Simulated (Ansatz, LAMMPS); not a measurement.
# Li+ triflate in fluoroethylene carbonate, from a frame at 350 K (78 atoms): geometry optimisation, part 2 of 3

How does Li+ triflate in fluoroethylene carbonate, from a frame at 350 K (78 atoms) relax, and what do bonds, charges and levels look like afterwards?

Ansatz 0.2.0; Kohn-Sham DFT, PBEsol, PAW (set soft_2), plane waves.

The cell: 12 F, 20 C, 24 O, 18 H, 2 S and 2 Li. The network of contacts between molecules at the start is that of the classical potential that made the cell. The functional has no dispersion term. The Brillouin zone is sampled at Γ only, in a cell whose shortest periodic width is 10 Å.

So far. Step 3 (Single point at the start): The r.m.s. force component of 1.1 eV/Å and the pressure of 2.6 GPa set the starting point.

### Step 4. Cell and atoms relaxed

The cell is relaxed with the atoms, since the starting lattice needn't suit this functional.

input.yaml reads:

```yaml
crystal:
  lattice:
    - [10.02494, 0.0, 0.0]
    - [0.0, 10.02494, 0.0]
    - [0.0, 0.0, 10.02494]
  atoms:
    [... the 78 atom lines of step 3 ...]
kpoints:
  mp_grid: { grid: [1, 1, 1] }
hamiltonian:
  xc: pbesol
scf:
  occupations: { method: gaussian, width: 0.025 }
output:
  forces: true
relax:
  f_tol: 0.03
  max_steps: 200
  cell: {}
```

Command:

```
> ansatz run input.yaml --threads 4 --pin off --max-ram 8192MiB --backend cpu --events-out ev --progress --plain --runs-dir out
```

Numbers of over 12 decimals in the logs are rounded to 6 here.

Log:

```text
[...]
Crystal: 78 atoms, lattice volume = 1007.501 Å³
Basis set: ecut = 420 eV, 19597 PW (Γ), exchange–correlation on 144×144×144 points (8 copies of the dense FFT grid, shifted against one another)
Bands: 250, of which v1, the nominal top of the filled ones, is band 172 counted from 1 (171 counted from 0)
Symmetry: 1 space group operations
[...]
k-points: 1
[...]
SCF iter   1: F=—  HF=-30438.343291 eV  |F-HF|=—  |Δ(HF+E_count)|=         —  Δρ=8.52e-3  dr2=5.35e-1  ethr=1.77e-3  ⟨swp⟩=6.0  Hψ=1060  notcnv=0  defer=63
[...]
SCF iter  10: F=-30438.205060 eV  HF=-30438.205061 eV  |F-HF|=1.76e-8  |Δ(HF+E_count)|=   2.12e-7  Δρ=2.91e-6  dr2=7.38e-8  ethr=2.91e-11  ⟨swp⟩=4.0  Hψ=731  notcnv=0
SCF 1 converged in 10 iterations: F = -30438.205060 eV  dr2 = 7.38e-8
[...]
relax step   1: F+E_penalty+E_count = -30438.20506049 eV  Δ(F+E_penalty+E_count) = +0.000e0 eV  max|allowed force component| = 3.445e0 eV/Å  Δτ_max = 0.0000 Å  P = +2.600 GPa  Ω = 1007.501 Å³  (10 SCF iters, dr2 threshold 1.00e-7 eV, accepted)
[... from here on, the SCF cycles and remarks between the steps are left out ...]
relax step   2: F+E_penalty+E_count = -30441.50564446 eV  Δ(F+E_penalty+E_count) = -3.301e0 eV  max|allowed force component| = 1.636e0 eV/Å  Δτ_max = 0.1919 Å  P = +0.202 GPa  Ω = 1041.587 Å³  energy of the carried Pulay correction = -1.308e-1 eV  (8 SCF iters, dr2 threshold 7.80e-6 eV, accepted)
relax step   3: F+E_penalty+E_count = -30442.37562817 eV  Δ(F+E_penalty+E_count) = -8.700e-1 eV  max|allowed force component| = 7.686e-1 eV/Å  Δτ_max = 0.1944 Å  P = -0.440 GPa  Ω = 1031.302 Å³  energy of the carried Pulay correction = -9.178e-2 eV  (8 SCF iters, dr2 threshold 7.80e-6 eV, accepted)
relax step   4: F+E_penalty+E_count = -30442.64190335 eV  Δ(F+E_penalty+E_count) = -2.663e-1 eV  max|allowed force component| = 4.737e-1 eV/Å  Δτ_max = 0.1645 Å  P = -0.363 GPa  Ω = 1029.902 Å³  energy of the carried Pulay correction = -8.644e-2 eV  (8 SCF iters, dr2 threshold 7.80e-6 eV, accepted)
relax step   5: F+E_penalty+E_count = -30442.83978180 eV  Δ(F+E_penalty+E_count) = -1.979e-1 eV  max|allowed force component| = 4.163e-1 eV/Å  Δτ_max = 0.1959 Å  P = -0.305 GPa  Ω = 1022.671 Å³  energy of the carried Pulay correction = -5.875e-2 eV  (8 SCF iters, dr2 threshold 7.80e-6 eV, accepted)
relax step   6: F+E_penalty+E_count = -30442.91563496 eV  Δ(F+E_penalty+E_count) = -7.585e-2 eV  max|allowed force component| = 3.766e-1 eV/Å  Δτ_max = 0.1353 Å  P = -0.181 GPa  Ω = 1025.540 Å³  energy of the carried Pulay correction = -6.976e-2 eV  (8 SCF iters, dr2 threshold 7.80e-6 eV, accepted)
relax step   7: F+E_penalty+E_count = -30442.99700537 eV  Δ(F+E_penalty+E_count) = -8.137e-2 eV  max|allowed force component| = 2.585e-1 eV/Å  Δτ_max = 0.1915 Å  P = -0.278 GPa  Ω = 1023.671 Å³  energy of the carried Pulay correction = -6.259e-2 eV  (8 SCF iters, dr2 threshold 7.80e-6 eV, accepted)
relax step   8: F+E_penalty+E_count = -30443.04281320 eV  Δ(F+E_penalty+E_count) = -4.581e-2 eV  max|allowed force component| = 3.381e-1 eV/Å  Δτ_max = 0.1508 Å  P = +0.071 GPa  Ω = 1027.736 Å³  energy of the carried Pulay correction = -7.817e-2 eV  (8 SCF iters, dr2 threshold 4.18e-6 eV, accepted)
relax step   9: F+E_penalty+E_count = -30443.05564241 eV  Δ(F+E_penalty+E_count) = -1.283e-2 eV  max|allowed force component| = 5.710e-1 eV/Å  Δτ_max = 0.1948 Å  P = -0.871 GPa  Ω = 1030.866 Å³  energy of the carried Pulay correction = -9.012e-2 eV  (8 SCF iters, dr2 threshold 7.14e-6 eV, accepted)
relax step  10: F+E_penalty+E_count = -30443.11853334 eV  Δ(F+E_penalty+E_count) = -6.289e-2 eV  max|allowed force component| = 3.656e-1 eV/Å  Δτ_max = 0.0993 Å  P = +0.091 GPa  Ω = 1027.412 Å³  energy of the carried Pulay correction = -7.693e-2 eV  (7 SCF iters, dr2 threshold 7.80e-6 eV, accepted)
relax step  11: F+E_penalty+E_count = -30443.17831769 eV  Δ(F+E_penalty+E_count) = -5.978e-2 eV  max|allowed force component| = 3.441e-1 eV/Å  Δτ_max = 0.1512 Å  P = -0.050 GPa  Ω = 1027.995 Å³  energy of the carried Pulay correction = -7.916e-2 eV  (8 SCF iters, dr2 threshold 7.80e-6 eV, accepted)
relax step  12: F+E_penalty+E_count = -30443.20660535 eV  Δ(F+E_penalty+E_count) = -2.829e-2 eV  max|allowed force component| = 3.120e-1 eV/Å  Δτ_max = 0.1089 Å  P = -0.377 GPa  Ω = 1029.677 Å³  energy of the carried Pulay correction = -8.558e-2 eV  (7 SCF iters, dr2 threshold 7.40e-6 eV, accepted)
relax step  13: F+E_penalty+E_count = -30443.23694340 eV  Δ(F+E_penalty+E_count) = -3.034e-2 eV  max|allowed force component| = 2.939e-1 eV/Å  Δτ_max = 0.1205 Å  P = -0.251 GPa  Ω = 1030.866 Å³  energy of the carried Pulay correction = -9.012e-2 eV  (7 SCF iters, dr2 threshold 6.09e-6 eV, accepted)
relax step  14: F+E_penalty+E_count = -30443.26965479 eV  Δ(F+E_penalty+E_count) = -3.271e-2 eV  max|allowed force component| = 4.105e-1 eV/Å  Δτ_max = 0.1950 Å  P = -0.578 GPa  Ω = 1029.587 Å³  energy of the carried Pulay correction = -8.524e-2 eV  (8 SCF iters, dr2 threshold 5.40e-6 eV, accepted)
[...]
relax step  31: F+E_penalty+E_count = -30443.49042040 eV  Δ(F+E_penalty+E_count) = -1.271e-3 eV  max|allowed force component| = 3.280e-2 eV/Å  Δτ_max = 0.0554 Å  P = +0.000 GPa  Ω = 1020.575 Å³  energy of the carried Pulay correction = -5.068e-2 eV  (11 SCF iters, accepted)
relax step  32: F+E_penalty+E_count = -30443.48905361 eV  Δ(F+E_penalty+E_count) = +1.367e-3 eV  max|allowed force component| = 3.564e-2 eV/Å  Δτ_max = 0.0189 Å  P = +0.014 GPa  Ω = 1021.011 Å³  energy of the carried Pulay correction = -5.236e-2 eV  (7 SCF iters, dr2 threshold 6.72e-8 eV, accepted)
relax step  33: F+E_penalty+E_count = -30443.49079405 eV  Δ(F+E_penalty+E_count) = -1.740e-3 eV  max|allowed force component| = 2.434e-2 eV/Å  Δτ_max = 0.0377 Å  P = +0.003 GPa  Ω = 1020.617 Å³  energy of the carried Pulay correction = -5.084e-2 eV  (8 SCF iters, dr2 threshold 7.94e-8 eV, accepted)
relax step  34: F+E_penalty+E_count = -30443.56723546 eV  Δ(F+E_penalty+E_count) = -7.644e-2 eV  max|allowed force component| = 2.469e-2 eV/Å  Δτ_max = 0.0000 Å  P = +0.095 GPa  Ω = 1020.617 Å³  stress off target by 1.73e-1 GPa  SCF on the basis re-selected at this cell (its energy is not comparable with the rows above)  (7 SCF iters)
relax step  35: F+E_penalty+E_count = -30443.52821754 eV  Δ(F+E_penalty+E_count) = +3.902e-2 eV  max|allowed force component| = 4.494e-2 eV/Å  Δτ_max = 0.0356 Å  P = +0.000 GPa  Ω = 1032.468 Å³  energy of the carried Pulay correction = -4.609e-2 eV  (9 SCF iters, dr2 threshold 7.49e-8 eV, accepted)
relax step  36: F+E_penalty+E_count = -30443.52090044 eV  Δ(F+E_penalty+E_count) = +7.317e-3 eV  max|allowed force component| = 3.743e-2 eV/Å  Δτ_max = 0.0250 Å  P = +0.005 GPa  Ω = 1034.489 Å³  energy of the carried Pulay correction = -5.437e-2 eV  (8 SCF iters, dr2 threshold 1.26e-7 eV, accepted)
relax step  37: F+E_penalty+E_count = -30443.52071489 eV  Δ(F+E_penalty+E_count) = +1.856e-4 eV  max|allowed force component| = 2.014e-2 eV/Å  Δτ_max = 0.0130 Å  P = +0.002 GPa  Ω = 1034.650 Å³  energy of the carried Pulay correction = -5.500e-2 eV  (7 SCF iters, dr2 threshold 8.75e-8 eV, accepted)
relax step  38: F+E_penalty+E_count = -30443.57965631 eV  Δ(F+E_penalty+E_count) = -5.894e-2 eV  max|allowed force component| = 2.076e-2 eV/Å  Δτ_max = 0.0000 Å  P = +0.050 GPa  Ω = 1034.650 Å³  stress off target by 1.06e-1 GPa  SCF on the basis re-selected at this cell (its energy is not comparable with the rows above)  (7 SCF iters)
relax step  39: F+E_penalty+E_count = -30443.55542417 eV  Δ(F+E_penalty+E_count) = +2.423e-2 eV  max|allowed force component| = 1.567e-2 eV/Å  Δτ_max = 0.0465 Å  P = +0.023 GPa  Ω = 1041.881 Å³  energy of the carried Pulay correction = -2.810e-2 eV  (9 SCF iters, dr2 threshold 2.83e-8 eV, accepted)
relax step  40: F+E_penalty+E_count = -30443.54485055 eV  Δ(F+E_penalty+E_count) = +1.057e-2 eV  max|allowed force component| = 1.331e-2 eV/Å  Δτ_max = 0.0188 Å  P = +0.003 GPa  Ω = 1044.631 Å³  energy of the carried Pulay correction = -3.908e-2 eV  (10 SCF iters, accepted)
relax step  41: F+E_penalty+E_count = -30443.58869693 eV  Δ(F+E_penalty+E_count) = -4.385e-2 eV  max|allowed force component| = 1.322e-2 eV/Å  Δτ_max = 0.0000 Å  P = +0.018 GPa  Ω = 1044.631 Å³  stress off target by 6.95e-2 GPa  SCF on the basis re-selected at this cell (its energy is not comparable with the rows above)  (6 SCF iters)
relax step  42: F+E_penalty+E_count = -30443.56983938 eV  Δ(F+E_penalty+E_count) = +1.886e-2 eV  max|allowed force component| = 1.939e-2 eV/Å  Δτ_max = 0.0484 Å  P = -0.014 GPa  Ω = 1050.262 Å³  energy of the carried Pulay correction = -2.103e-2 eV  (10 SCF iters, dr2 threshold 1.21e-8 eV, accepted)
relax step  43: F+E_penalty+E_count = -30443.59236455 eV  Δ(F+E_penalty+E_count) = -2.253e-2 eV  max|allowed force component| = 1.880e-2 eV/Å  Δτ_max = 0.0000 Å  P = -0.007 GPa  Ω = 1050.262 Å³  stress off target by 4.86e-2 GPa  SCF on the basis re-selected at this cell (its energy is not comparable with the rows above)  (6 SCF iters)
[...]
SCF converged after 6 iterations
Free energy (F): -30443.592365 eV
[...]
Internal energy: -30443.592365 eV  (E = F + TS)
E sigma→0 (E₀):  -30443.592365 eV
Fermi energy:    1.931648 eV
[...]
--- Forces (eV/Å), atoms counted from 1 ---
  atom   1  F     -0.00448304    -0.00266304     0.00186548
  atom   2  C      0.00387825     0.00230217     0.00082270
  atom   3  C     -0.00258482     0.00216016     0.00100008
  atom   4  O      0.00453850    -0.00519651    -0.00108563
  atom   5  C     -0.00246335    -0.00047274     0.00022943
  atom   6  O     -0.00207186     0.00233129    -0.00209198
  atom   7  O     -0.00170239     0.00302968    -0.00138570
  atom   8  H     -0.00003947    -0.00029324    -0.00161905
  atom   9  H      0.00432776    -0.00023115    -0.00144699
  atom  10  H     -0.00072319    -0.00287982     0.00272428
  atom  11  F     -0.00124611     0.00138729     0.00006498
  atom  12  C      0.00398667    -0.00547068    -0.00247026
  atom  13  C     -0.00240576    -0.00221906     0.00004000
  atom  14  O      0.00183814    -0.00101401     0.00802863
[...]
atom  77  Li     0.00198006     0.00354689    -0.00097238
  atom  78  Li     0.00017223    -0.00184584    -0.00140403
  max |Σ_I F_I| component: 9.16e-6 eV/Å
--- Stress (GPa, compression-positive) ---
        0.029863       0.016193       0.018130
        0.016192      -0.035509      -0.012785
        0.018129      -0.012787      -0.016539
  P = ⅓ Tr σ = -0.0074 GPa (-0.074 kbar)
--- Relaxed structure (39 steps of the walk, 39 accepted, 4 SCFs on fresh bases) ---
  F+E_penalty+E_count = -30443.59236455 eV   max|allowed force component| = 1.880e-2 eV/Å   (the final SCF, on the basis selected at the relaxed cell)
  cell:  # Å, volume = 1050.2616 Å³
    - [10.380729, 0.093659, 0.112891]
    - [0.093659, 10.024913, -0.135488]
    - [0.112891, -0.135488, 10.096211]
  atoms:
    - { symbol: F, position: [0.642874, 0.513177, 0.152304] }
    - { symbol: C, position: [0.540516, 0.445901, 0.202975] }
    - { symbol: C, position: [0.421610, 0.464348, 0.120131] }
    - { symbol: O, position: [0.421300, 0.344587, 0.037437] }
[...]
- { symbol: Li, position: [0.920741, 0.582408, 0.393766] }
```

Run time: 4 min. Hardware: 4 threads of Arm Neoverse V2, shared host; peak memory 1.2 GiB; 15 min of CPU time.

Step by step (22 of 43):

```csv
step,energy less that of the first step (eV),largest force component (eV/Å),pressure (GPa),volume (Å³)
1,0.0000,3.4448,2.60,1007.50
3,-4.1706,0.7686,-0.44,1031.30
5,-4.6347,0.4163,-0.31,1022.67
7,-4.7919,0.2585,-0.28,1023.67
9,-4.8506,0.5710,-0.87,1030.87
11,-4.9733,0.3441,-0.05,1028.00
13,-5.0319,0.2939,-0.25,1030.87
15,-5.1095,0.5190,-0.06,1027.04
17,-5.1476,0.3774,0.02,1029.15
19,-5.2010,0.2156,-0.34,1026.82
21,-5.2498,0.0714,-0.10,1022.56
23,-5.2567,0.2195,0.26,1022.98
25,-5.2694,0.0411,-0.08,1022.71
27,-5.2764,0.0539,-0.08,1022.15
29,-5.2821,0.0395,-0.01,1021.17
31,-5.2854,0.0328,0.00,1020.57
33,-5.2857,0.0243,0.00,1020.62
35,-5.3232,0.0449,0.00,1032.47
37,-5.3157,0.0201,0.00,1034.65
39,-5.3504,0.0157,0.02,1041.88
41*,-5.3836,0.0132,0.02,1044.63
43*,-5.3873,0.0188,-0.01,1050.26
```

Relaxation steps marked * repeat the geometry before them on a plane-wave basis chosen anew for their cell, so energy and pressure can jump there. Other such steps can lie between the rows shown.

```csv
cell as run,before,after,change
a (Å),10.025,10.382,+3.6 %
b (Å),10.025,10.026,+0.0 %
c (Å),10.025,10.098,+0.7 %
α (°),90.00,91.54,+1.7 %
β (°),90.00,88.74,-1.4 %
γ (°),90.00,88.96,-1.2 %
volume (Å³/atom),12.92,13.46,+4.2 %
```

The atoms that moved most (Å, as changes of fractional coordinates times the final cell):

```csv
atom,dx,dy,dz,length
F76,1.594,1.432,-0.467,2.193
F31,1.546,-0.379,-1.063,1.914
Li77,-1.086,-1.048,0.631,1.636
H49,-0.313,-0.805,1.389,1.636
H18,-0.904,0.662,-1.160,1.613
H60,-1.054,0.799,0.866,1.581
H40,1.051,1.132,0.258,1.566
O71,1.468,-0.237,-0.455,1.555
```

The relaxation changed the energy by -69.1 meV/atom, and atoms moved by 1.0 Å r.m.s., 2.2 Å at most.

### Step 5. Structure statistics after relaxation

Density 1.50 g/cm³, 13.46 Å³ an atom.

Pair distribution functions g(r), in bins of 0.2 Å:

```csv
r (Å),total,O-O,O-C,O-H,O-F,O-Li,O-S
1.00,1.30,0.00,0.00,0.00,0.00,0.00,0.00
1.20,1.31,0.00,3.48,0.00,0.00,0.00,0.00
1.40,3.01,0.00,10.95,0.00,0.00,0.00,24.00
1.60,0.35,0.00,0.00,0.00,0.00,0.00,0.00
1.80,0.33,0.00,0.00,0.00,0.00,0.00,0.00
2.00,1.10,0.00,0.00,4.27,0.00,18.45,0.00
2.20,1.79,5.15,0.17,0.78,1.71,0.00,0.00
2.40,0.96,1.43,1.77,0.85,0.00,0.00,0.00
2.60,0.40,0.00,0.76,0.70,0.00,0.00,0.00
2.80,0.49,0.18,0.00,1.21,0.18,0.00,0.00
3.00,0.88,0.78,0.29,0.76,2.58,0.00,0.00
3.20,1.02,0.98,0.51,1.79,1.69,0.81,0.00
3.40,0.82,0.86,1.88,0.66,0.25,2.29,0.00
3.60,0.62,0.45,0.80,0.81,1.10,1.35,0.00
3.80,0.71,0.40,0.49,0.60,1.81,1.24,1.24
4.00,1.12,1.18,0.76,1.39,2.08,1.09,1.61
4.20,0.90,0.91,0.69,1.32,0.66,2.53,0.50
4.40,1.13,0.38,1.52,1.15,1.41,0.47,1.76
4.60,1.00,0.89,1.04,0.91,0.90,0.00,0.83
4.80,0.82,0.64,0.87,0.88,0.50,0.00,0.76
```

[end of part 2 of 3]

[Logs are printed without paths, hosts, clocks, repeated set-up lines and the standing remarks that a program may print on its own settings, such as how far it seeks lower states.]

[Hosts, paths, dates, database ids (printed as entryN), source tags and the programs' standing remarks are cut or masked in the printed files.]
